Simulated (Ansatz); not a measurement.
## Lattice dynamics of AlRu (Pm-3m)

Aim: the vibrations of AlRu (Pm-3m), their spectra, and whether the structure is stable.

Calculated with Ansatz 0.2.0; DFT PBEsol, scalar-relativistic, plane waves, PAW; PAW set soft_1.

**1. The structure**

It takes space group Pm-3m (No. 221, cubic). Conventional cell: a = 2.992 Å, b = 2.992 Å, c = 2.992 Å, α = 90.00°, β = 90.00°, γ = 90.00°. Nearest to Al lie 8 Ru at 2.59 Å. Nearest to Ru lie 8 Al at 2.59 Å. Farther neighbours are not listed.

Structure file:

```cif
data_structure
_symmetry_space_group_name_H-M 'P 1'
_symmetry_Int_Tables_number 1
_cell_length_a 2.9916
_cell_length_b 2.9916
_cell_length_c 2.9916
_cell_angle_alpha 90.000
_cell_angle_beta 90.000
_cell_angle_gamma 90.000
_cell_volume 26.77
loop_
_atom_site_label
_atom_site_type_symbol
_atom_site_fract_x
_atom_site_fract_y
_atom_site_fract_z
_atom_site_occupancy
Al1 Al 0.00000 0.00000 0.00000 1
Ru2 Ru 0.50000 0.50000 0.50000 1
```

**2. Bringing the structure to rest**

Harmonic phonons are second derivatives at a point where the forces vanish, and they are wanted at zero stress, so atoms and cell are relaxed first.

input.yaml reads:

```yaml
crystal:
  lattice:
    - [2.9916, 0.0, 0.0]
    - [0.0, 2.9916, 0.0]
    - [0.0, 0.0, 2.9916]
  atoms:
    - { symbol: Al, position: [0.0, 0.0, 0.0] }
    - { symbol: Ru, position: [0.5, 0.5, 0.5] }
kpoints:
  mp_grid: { grid: [14, 14, 14] }
hamiltonian:
  xc: pbesol
  pseudopotentials: { kind: paw, azcp: { folder: soft_1 }, xc_functional: pbe }
scf:
  occupations: { method: gaussian, width: 0.1 }
output:
  forces: true
  stress: true
  eigenvalues: true
relax:
  adjacent_minimum: "off"
  f_tol: 0.005
  max_steps: 80
  cell: { stress_tol: 0.05 }
```

Launch:

```
> ansatz run input.yaml --threads 4 --pin off --max-ram 10240MiB --backend cpu --events-out ev --progress --plain --runs-dir out
```

Numbers of over 12 decimals in the logs are rounded to 6 here.

What it wrote:

```text
Engine: ansatz 0.2.0, aarch64-unknown-linux-gnu
Pseudopotentials: kind: paw
Pseudopotential: Al, paw, valence charge 3, recommended cutoff 420 eV (normal), soft_1/Al.paw.azcp
Pseudopotential: Ru, paw, valence charge 16, recommended cutoff 420 eV (normal), soft_1/Ru.paw.azcp
Functional definition: PBEsol
  exchange = pbesol_x
  correlation = pbesol_c
Crystal: 2 atoms, lattice volume = 26.774 Å³
Basis set: ecut = 420 eV, 485 PW (Γ), exchange–correlation on 40×40×40 points (8 copies of the dense FFT grid, shifted against one another)
Bands: 14, of which v1, the nominal top of the filled ones, is band 10 counted from 1 (9 counted from 0)
Symmetry: 48 space group operations
Space group: Pm-3m (ITA 221), of the structure as read, at distance tolerance 3.0e-5 Å
k-points: 120 of 2744
Non-local potential: Al, projectors of the file, l = 0: 2, l = 1: 2, l = 2: 1
Non-local potential: Ru, projectors of the file, l = 0: 3, l = 1: 2, l = 2: 2, l = 3: 1
PAW form: soft (Blöchl's): semilocal exchange-correlation on the pseudo side does not see the compensation charge
PAW frozen core: Al, regenerated for the run's functional, and the local potential with it (the file was generated under x = pbe(κ = 0.804, μ = 0.219515), c = pbe(β = 0.066725))
PAW frozen core: Ru, regenerated for the run's functional, and the local potential with it (the file was generated under x = pbe(κ = 0.804, μ = 0.219515), c = pbe(β = 0.066725))
PAW one-centre angular grid: Al, 110 points (default); XC on 64 Gauss nodes
PAW one-centre angular grid: Ru, 590 points (default); XC on 64 Gauss nodes
Initial density: superposition of atomic densities (chi_scale 0.1, normalization cell, long waves kept (reshape's long-wave potential 0.00 eV rms))
Initial wavefunctions: pseudopotential atomic-orbital guess
Functional: x = pbesol(κ = 0.804, μ = 0.123457), c = pbesol(β = 0.046)
SCF iter   1: F=—  HF=-6343.380032 eV  |F-HF|=—  |Δ(HF+E_count)|=         —  Δρ=1.16e-1  dr2=4.36e0  ethr=3.10e-3  ⟨swp⟩=4.8  Hψ=8512  notcnv=0
preconditioner: auto → none  [metal: Δε(μ)=0.017 eV  Ē_g=8.773 eV  σ=0.100 eV  W_gap=0.10  n_scr=6 (ndim 8)  ℏωp=23.8 eV  f_vac=0.000  D(μ)=1.37/eV (n_scr^D=18)  sad-step TF]
SCF iter   2: F=—  HF=-6342.711774 eV  |F-HF|=—  |Δ(HF+E_count)|=   6.68e-1  Δρ=6.89e-2  dr2=1.59e0  ethr=3.10e-3  ⟨swp⟩=2.9  Hψ=3920  notcnv=0  defer=29
SCF iter   3: F=—  HF=-6342.346595 eV  |F-HF|=—  |Δ(HF+E_count)|=   3.65e-1  Δρ=3.98e-3  dr2=4.62e-3  ethr=3.10e-3  ⟨swp⟩=2.2  Hψ=2801  notcnv=0  defer=29
SCF iter   4: F=—  HF=-6342.345865 eV  |F-HF|=—  |Δ(HF+E_count)|=   7.30e-4  Δρ=4.95e-4  dr2=1.30e-5  ethr=2.43e-5  ⟨swp⟩=1.5  Hψ=2747  notcnv=0  defer=18
SCF iter   5: F=—  HF=-6342.345890 eV  |F-HF|=—  |Δ(HF+E_count)|=   2.47e-5  Δρ=1.31e-4  dr2=3.45e-6  ethr=6.84e-8  ⟨swp⟩=2.0  Hψ=2801  notcnv=0  defer=18
SCF iter   6: F=-6342.345889 eV  HF=-6342.345889 eV  |F-HF|=1.24e-8  |Δ(HF+E_count)|=   9.95e-7  Δρ=7.86e-6  dr2=1.50e-8  ethr=5.26e-10  ⟨swp⟩=4.0  Hψ=7544  notcnv=0
SCF 1 converged in 6 iterations: F = -6342.345889 eV  dr2 = 1.50e-8
  greatest PAW one-centre occupation: 1.000 electrons in one spin orbital (limit 2), on the Ru atom at site 1 (counted from 0), in its partial waves of l = 0
relax step   1: F+E_penalty+E_count = -6342.34588909 eV  Δ(F+E_penalty+E_count) = +0.000e0 eV  max|allowed force component| = 2.419e-29 eV/Å  Δτ_max = 0.0000 Å  P = -3.285 GPa  Ω = 26.774 Å³  (6 SCF iters, dr2 threshold 1.00e-7 eV, accepted)
Crystal: 2 atoms, lattice volume = 26.257 Å³
Initial density: handed on by an earlier stage of this run
Initial wavefunctions: those handed on with the density
iter 1 solved again at ethr=1.13e-5 eV; its pass at ethr=3.10e-3 eV (dr2=2.14e-3 eV) is discarded
SCF iter   1: F=—  HF=-6342.350723 eV  |F-HF|=—  |Δ(HF+E_count)|=         —  Δρ=2.34e-3  dr2=1.98e-3  ethr=1.13e-5  ⟨swp⟩=1.0  Hψ=10517  notcnv=0
preconditioner: auto → none  [metal: Δε(μ)=0.024 eV  Ē_g=9.045 eV  σ=0.100 eV  W_gap=0.13  n_scr=6 (ndim 8)  ℏωp=24.0 eV  f_vac=0.000  D(μ)=1.84/eV (n_scr^D=18)]
SCF iter   2: F=—  HF=-6342.350306 eV  |F-HF|=—  |Δ(HF+E_count)|=   4.18e-4  Δρ=8.52e-4  dr2=2.35e-4  ethr=1.04e-5  ⟨swp⟩=1.1  Hψ=1704  notcnv=0
SCF iter   3: F=—  HF=-6342.350241 eV  |F-HF|=—  |Δ(HF+E_count)|=   6.43e-5  Δρ=1.18e-4  dr2=3.79e-6  ethr=1.24e-6  ⟨swp⟩=2.0  Hψ=1990  notcnv=0
SCF iter   4: F=—  HF=-6342.350268 eV  |F-HF|=—  |Δ(HF+E_count)|=   2.63e-5  Δρ=1.75e-5  dr2=1.71e-8  ethr=1.99e-8  ⟨swp⟩=2.3  Hψ=2262  notcnv=0
iter 5 did not close the SCF: its close was put off for the readings that it lacked (scf_convergence_deferred on its scf_iter line)
SCF iter   5: F=-6342.350268 eV  HF=-6342.350268 eV  |F-HF|=3.73e-10  |Δ(HF+E_count)|=   1.24e-8  Δρ=1.18e-6  dr2=4.75e-10  ethr=9.01e-11  ⟨swp⟩=2.1  Hψ=2380  notcnv=0
SCF iter   6: F=-6342.350268 eV  HF=-6342.350268 eV  |F-HF|=1.46e-11  |Δ(HF+E_count)|=  1.06e-10  Δρ=2.39e-7  dr2=1.81e-11  ethr=2.50e-12  ⟨swp⟩=1.0  Hψ=4462  notcnv=0
SCF 2 converged in 6 iterations: F = -6342.350268 eV  dr2 = 1.81e-11
relax step   2: F+E_penalty+E_count = -6342.35026761 eV  Δ(F+E_penalty+E_count) = -4.379e-3 eV  max|allowed force component| = 4.454e-30 eV/Å  Δτ_max = 0.0000 Å  P = +0.894 GPa  Ω = 26.257 Å³  energy of the carried Pulay correction = +4.033e-4 eV  (6 SCF iters, dr2 threshold 2.00e-7 eV, accepted)
Crystal: 2 atoms, lattice volume = 26.366 Å³
iter 1 solved again at ethr=4.48e-7 eV; its pass at ethr=3.10e-3 eV (dr2=8.51e-5 eV) is discarded
SCF iter   1: F=—  HF=-6342.350473 eV  |F-HF|=—  |Δ(HF+E_count)|=         —  Δρ=4.92e-4  dr2=8.84e-5  ethr=4.48e-7  ⟨swp⟩=2.0  Hψ=9379  notcnv=0
preconditioner: auto → none  [metal: Δε(μ)=0.018 eV  Ē_g=9.019 eV  σ=0.100 eV  W_gap=0.10  n_scr=6 (ndim 8)  ℏωp=24.0 eV  f_vac=0.000  D(μ)=1.86/eV (n_scr^D=18)]
SCF iter   2: F=—  HF=-6342.350480 eV  |F-HF|=—  |Δ(HF+E_count)|=   7.18e-6  Δρ=1.80e-4  dr2=1.05e-5  ethr=4.48e-7  ⟨swp⟩=1.2  Hψ=1722  notcnv=0
SCF iter   3: F=—  HF=-6342.350477 eV  |F-HF|=—  |Δ(HF+E_count)|=   3.00e-6  Δρ=2.77e-5  dr2=2.38e-7  ethr=5.53e-8  ⟨swp⟩=1.7  Hψ=1943  notcnv=0
iter 4 did not close the SCF: its close was put off for the readings that it lacked (scf_convergence_deferred on its scf_iter line)
SCF iter   4: F=-6342.350477 eV  HF=-6342.350477 eV  |F-HF|=4.17e-10  |Δ(HF+E_count)|=   4.49e-8  Δρ=4.02e-6  dr2=9.74e-10  ethr=1.25e-9  ⟨swp⟩=2.1  Hψ=2102  notcnv=0
iter 5 did not close the SCF: its close was put off for the readings that it lacked (scf_convergence_deferred on its scf_iter line)
SCF iter   5: F=-6342.350477 eV  HF=-6342.350477 eV  |F-HF|=5.09e-11  |Δ(HF+E_count)|=  6.06e-10  Δρ=4.75e-7  dr2=5.65e-11  ethr=5.13e-12  ⟨swp⟩=2.6  Hψ=2865  notcnv=0
SCF iter   6: F=-6342.350477 eV  HF=-6342.350477 eV  |F-HF|=0.00e0  |Δ(HF+E_count)|=  1.46e-11  Δρ=5.71e-8  dr2=7.79e-13  ethr=1.00e-12  ⟨swp⟩=1.0  Hψ=3849  notcnv=0
SCF 3 converged in 6 iterations: F = -6342.350477 eV  dr2 = 7.79e-13
relax step   3: F+E_penalty+E_count = -6342.35047695 eV  Δ(F+E_penalty+E_count) = -2.093e-4 eV  max|allowed force component| = 1.236e-29 eV/Å  Δτ_max = 0.0000 Å  P = -0.023 GPa  Ω = 26.366 Å³  energy of the carried Pulay correction = +3.177e-4 eV  (6 SCF iters, dr2 threshold 2.00e-7 eV, accepted)
Initial wavefunctions: pseudopotential atomic-orbital guess (no wavefunctions were taken with the density)
iter 1 solved again at ethr=1.13e-8 eV; its pass at ethr=3.10e-3 eV (dr2=2.15e-6 eV) is discarded
SCF iter   1: F=—  HF=-6342.350145 eV  |F-HF|=—  |Δ(HF+E_count)|=         —  Δρ=2.66e-5  dr2=2.15e-8  ethr=1.13e-8  ⟨swp⟩=3.2  Hψ=13720  notcnv=0
preconditioner: auto → none  [metal: Δε(μ)=0.021 eV  Ē_g=9.017 eV  σ=0.100 eV  W_gap=0.12  n_scr=6 (ndim 8)  ℏωp=24.0 eV  f_vac=0.000  D(μ)=1.86/eV (n_scr^D=18)]
SCF iter   2: F=—  HF=-6342.350170 eV  |F-HF|=—  |Δ(HF+E_count)|=   2.54e-5  Δρ=1.25e-5  dr2=4.26e-9  ethr=1.13e-10  ⟨swp⟩=2.0  Hψ=2718  notcnv=0
SCF iter   3: F=—  HF=-6342.350170 eV  |F-HF|=—  |Δ(HF+E_count)|=   1.23e-8  Δρ=1.92e-6  dr2=1.22e-10  ethr=2.24e-11  ⟨swp⟩=2.7  Hψ=2818  notcnv=0
iter 4 did not close the SCF: its close was put off for the readings that it lacked (scf_convergence_deferred on its scf_iter line)
SCF iter   4: F=-6342.350170 eV  HF=-6342.350170 eV  |F-HF|=1.18e-11  |Δ(HF+E_count)|=  3.04e-10  Δρ=4.12e-7  dr2=6.81e-12  ethr=1.00e-12  ⟨swp⟩=1.6  Hψ=2364  notcnv=0
iter 5 did not close the SCF: its close was put off for the readings that it lacked (scf_convergence_deferred on its scf_iter line)
SCF iter   5: F=-6342.350170 eV  HF=-6342.350170 eV  |F-HF|=1.82e-12  |Δ(HF+E_count)|=  1.27e-11  Δρ=5.74e-8  dr2=5.71e-13  ethr=1.00e-12  ⟨swp⟩=1.0  Hψ=1680  notcnv=0
iter 6 did not close the SCF: its close was put off for the readings that it lacked (scf_convergence_deferred on its scf_iter line)
SCF iter   6: F=-6342.350170 eV  HF=-6342.350170 eV  |F-HF|=1.82e-12  |Δ(HF+E_count)|=  3.64e-12  Δρ=4.07e-9  dr2=2.81e-15  ethr=1.00e-12  ⟨swp⟩=1.0  Hψ=1680  notcnv=0
iter 7 did not close the SCF: its close was put off for the readings that it lacked (scf_convergence_deferred on its scf_iter line)
SCF iter   7: F=-6342.350170 eV  HF=-6342.350170 eV  |F-HF|=9.09e-13  |Δ(HF+E_count)|=  1.82e-12  Δρ=8.79e-10  dr2=1.80e-16  ethr=1.00e-12  ⟨swp⟩=1.0  Hψ=1680  notcnv=0
SCF iter   8: F=-6342.350170 eV  HF=-6342.350170 eV  |F-HF|=0.00e0  |Δ(HF+E_count)|=    0.00e0  Δρ=1.86e-10  dr2=2.55e-18  ethr=1.00e-12  ⟨swp⟩=2.0  Hψ=4308  notcnv=0
SCF 4 converged in 8 iterations: F = -6342.350170 eV  dr2 = 2.55e-18
relax step   4: F+E_penalty+E_count = -6342.35017004 eV  Δ(F+E_penalty+E_count) = +3.069e-4 eV  max|allowed force component| = 2.123e-29 eV/Å  Δτ_max = 0.0000 Å  P = -0.028 GPa  Ω = 26.366 Å³  stress off target by 2.79e-2 GPa  SCF on the basis re-selected at this cell (its energy is not comparable with the rows above)  (8 SCF iters)
basis re-selected at this cell: Δ(F+E_penalty+E_count) = +3.069e-4 eV, ΔP = -0.005 GPa vs the last step (what re-selecting the basis moved, of the pressure what is left beyond the Pulay correction that the steps carried, after the strain that the cell walked since its last selection, with what the two solves' SCF thresholds leave and, on support functions, any second-order correction that the steps lacked; it is no m [...]
SCF converged after 8 iterations
Free energy (F): -6342.350170 eV
Harris-Foulkes:  -6342.350170 eV  (|F-HF|=0.00e0)
Internal energy: -6342.340882 eV  (E = F + TS)
E sigma→0 (E₀):  -6342.345526 eV
Entropy (-TS):   -0.009288 eV (-4.644 meV/atom)
Fermi energy:    16.177682 eV
--- Per-component energies (eV) ---
  E_band       = -118.719750
  E_kinetic    = 488.708796
  E_local      = -1797.786363  (includes V_loc(G=0)·N_el)
  E_nonlocal   = 427.499847
  E_hartree    = 651.146141
  E_xc         = -208.492800
  E_vxc        = -246.448184  (∫ρ·V_xc dr)
  E_paw        = -3898.628109  (= ΣΔE_a)
  E_vpaw       = -292.986779  (= ΣTr[D̂ρ^β])
  E_aug_tail   = 0.000651  (compensation charges beyond the density's cutoff)
  E_ewald      = -2005.061480
  E_core_change = 0.272436  (= ΣΔE_core)
  E_smearing   = -0.009288  (= −TS)
  E_closure    = -0.000000  (closes the sum)
  Σ components = -6342.350170   (vs F -6342.350170, Δ=0.00e0)
--- Forces (eV/Å), atoms counted from 1 ---
  atom   1  Al    -0.00000000     0.00000000    -0.00000000
  atom   2  Ru     0.00000000    -0.00000000     0.00000000
  max |Σ_I F_I| component: 4.17e-29 eV/Å
--- Stress (GPa, compression-positive) ---
       -0.027908       0.000000      -0.000000
        0.000000      -0.027908      -0.000000
       -0.000000      -0.000000      -0.027908
  P = ⅓ Tr σ = -0.0279 GPa (-0.279 kbar)
--- Band table (eV; the first three rows and the last of 120) ---
  k-point 0: bands = [... 6 lower, 12.5057, 16.3747, 16.3747, 16.3747, 22.3188, 22.3188, 22.3188, 27.2242]
  k-point 1: bands = [... 6 lower, 12.5421, 16.2478, 16.2478, 16.3872, 21.8353, 22.5194, 22.5194, 26.9927]
  k-point 2: bands = [... 6 lower, 12.6419, 15.9248, 15.9248, 16.4225, 20.8101, 23.0640, 23.0640, 26.3920]
  k-point 119: bands = [... 6 lower, 11.4647, 17.8450, 17.8450, 18.8744, 20.3135, 20.3135, 20.3135, 24.8935]
--- Relaxed structure (3 steps of the walk, 3 accepted, 1 SCFs on fresh bases) ---
  F+E_penalty+E_count = -6342.35017004 eV   max|allowed force component| = 2.123e-29 eV/Å   (the final SCF, on the basis selected at the relaxed cell)
  cell:  # Å, volume = 26.3658 Å³
    - [2.976325, 0, 0]
    - [0, 2.976325, 0]
    - [0, 0, 2.976325]
  atoms:
    - { symbol: Al, position: [0, 0, 0] }
    - { symbol: Ru, position: [0.500000, 0.500000, 0.500000] }
```

Run time: 3.2 s. Hardware: 4 threads of Arm Neoverse V1, shared host; peak memory 0.41 GiB.

The steps of the relaxation:

```
step  energy less that of the first step (eV)  largest force component (eV/Å)  pressure (GPa)  volume (Å³)
   1                                   0.0000                          0.0000           -3.29        26.77
   2                                  -0.0044                          0.0000            0.89        26.26
   3                                  -0.0046                          0.0000           -0.02        26.37
  4*                                  -0.0043                          0.0000           -0.03        26.37
```

Relaxation steps marked * repeat the geometry before them on a plane-wave basis chosen anew for their cell, so energy and pressure can jump there.

The run keeps the 48 symmetry operations that it works with, so distortions that break them were not tested.

```
conventional cell, symmetrised  before  after  change
                         a (Å)   2.992  2.976  -0.5 %
                         b (Å)   2.992  2.976  -0.5 %
                         c (Å)   2.992  2.976  -0.5 %
              volume (Å³/atom)   13.39  13.18  -1.5 %
```

The relaxed structure:

```cif
data_structure
_symmetry_space_group_name_H-M 'P 1'
_symmetry_Int_Tables_number 1
_cell_length_a 2.9763
_cell_length_b 2.9763
_cell_length_c 2.9763
_cell_angle_alpha 90.000
_cell_angle_beta 90.000
_cell_angle_gamma 90.000
_cell_volume 26.37
loop_
_atom_site_label
_atom_site_type_symbol
_atom_site_fract_x
_atom_site_fract_y
_atom_site_fract_z
_atom_site_occupancy
Al1 Al 0.00000 0.00000 0.00000 1
Ru2 Ru 0.50000 0.50000 0.50000 1
```

This step gave:

```yaml
pressure: -0.02791 GPa
volume_per_atom: 13.18 Å³
gap_on_the_k_mesh: 0 eV
```

In this step the volume went from 13.39 to 13.18 Å³/atom.

**3. Tight relaxation**

Phonons need a cell at rest on their own settings, so the relaxation is repeated with tight tolerances on forces and stress, using the mesh and the filling of the phonon run that follows.

input.yaml, the sections that differ from step 2:

```yaml
crystal:
  lattice:
    - [2.9763250986, 0.0, 0.0]
    - [0.0, 2.9763250986, 0.0]
    - [0.0, 0.0, 2.9763250986]
  atoms:
    - { symbol: Al, position: [0.0, 0.0, 0.0] }
    - { symbol: Ru, position: [0.5, 0.5, 0.5] }
kpoints:
  mp_grid: { grid: [16, 16, 16] }
scf:
  occupations: { method: methfessel_paxton, width: 0.2 }
relax:
  adjacent_minimum: "off"
  f_tol: 0.001
  max_steps: 60
  cell: { stress_tol: 0.01 }
# hamiltonian, output: as in step 2
```

What it wrote:

```text
[...]
Crystal: 2 atoms, lattice volume = 26.366 Å³
Basis set: ecut = 420 eV, 485 PW (Γ), exchange–correlation on 40×40×40 points (8 copies of the dense FFT grid, shifted against one another)
Bands: 14, of which v1, the nominal top of the filled ones, is band 10 counted from 1 (9 counted from 0)
Symmetry: 48 space group operations
[...]
k-points: 165 of 4096
[...]
k-point 164: bands = [... 6 lower, 11.4700, 17.8493, 17.8493, 18.8853, 20.3198, 20.3198, 20.3198, 24.9045]
--- Relaxed structure (3 steps of the walk, 3 accepted, 1 SCFs on fresh bases) ---
[...]
cell:  # Å, volume = 26.3573 Å³
    - [2.976006, 0, 0.0]
    - [0, 2.976006, 0]
    - [0.0, 0, 2.976006]
  atoms:
    - { symbol: Al, position: [0, 0, 0] }
    - { symbol: Ru, position: [0.5, 0.5, 0.5] }
[key lines of the parts left out:]
SCF converged after 5 iterations
Free energy (F): -6342.349559 eV
Fermi energy:    16.200794 eV
P = ⅓ Tr σ = -0.0002 GPa (-0.002 kbar)
```

Elapsed: 3.6 s, on 4 threads; peak memory 0.43 GiB.

Little changed from the start: no atom moved by 0.005 Å and no cell edge by 0.1 %.

This step gave:

| Quantity | Value |
| --- | --- |
| pressure | -2.00e-4 GPa |

The forces vanish by symmetry and the pressure is 0.000 GPa, within the tolerances set. The cell now holds 13.18 Å³/atom.

(Part 1 of 2 ends here.)

[Logs are printed without paths, hosts, clocks, repeated set-up lines and the standing remarks that a program may print on its own settings, such as how far it seeks lower states.]

[Hosts, paths, dates, database ids (printed as entryN), source tags and the programs' standing remarks are cut or masked in the printed files.]
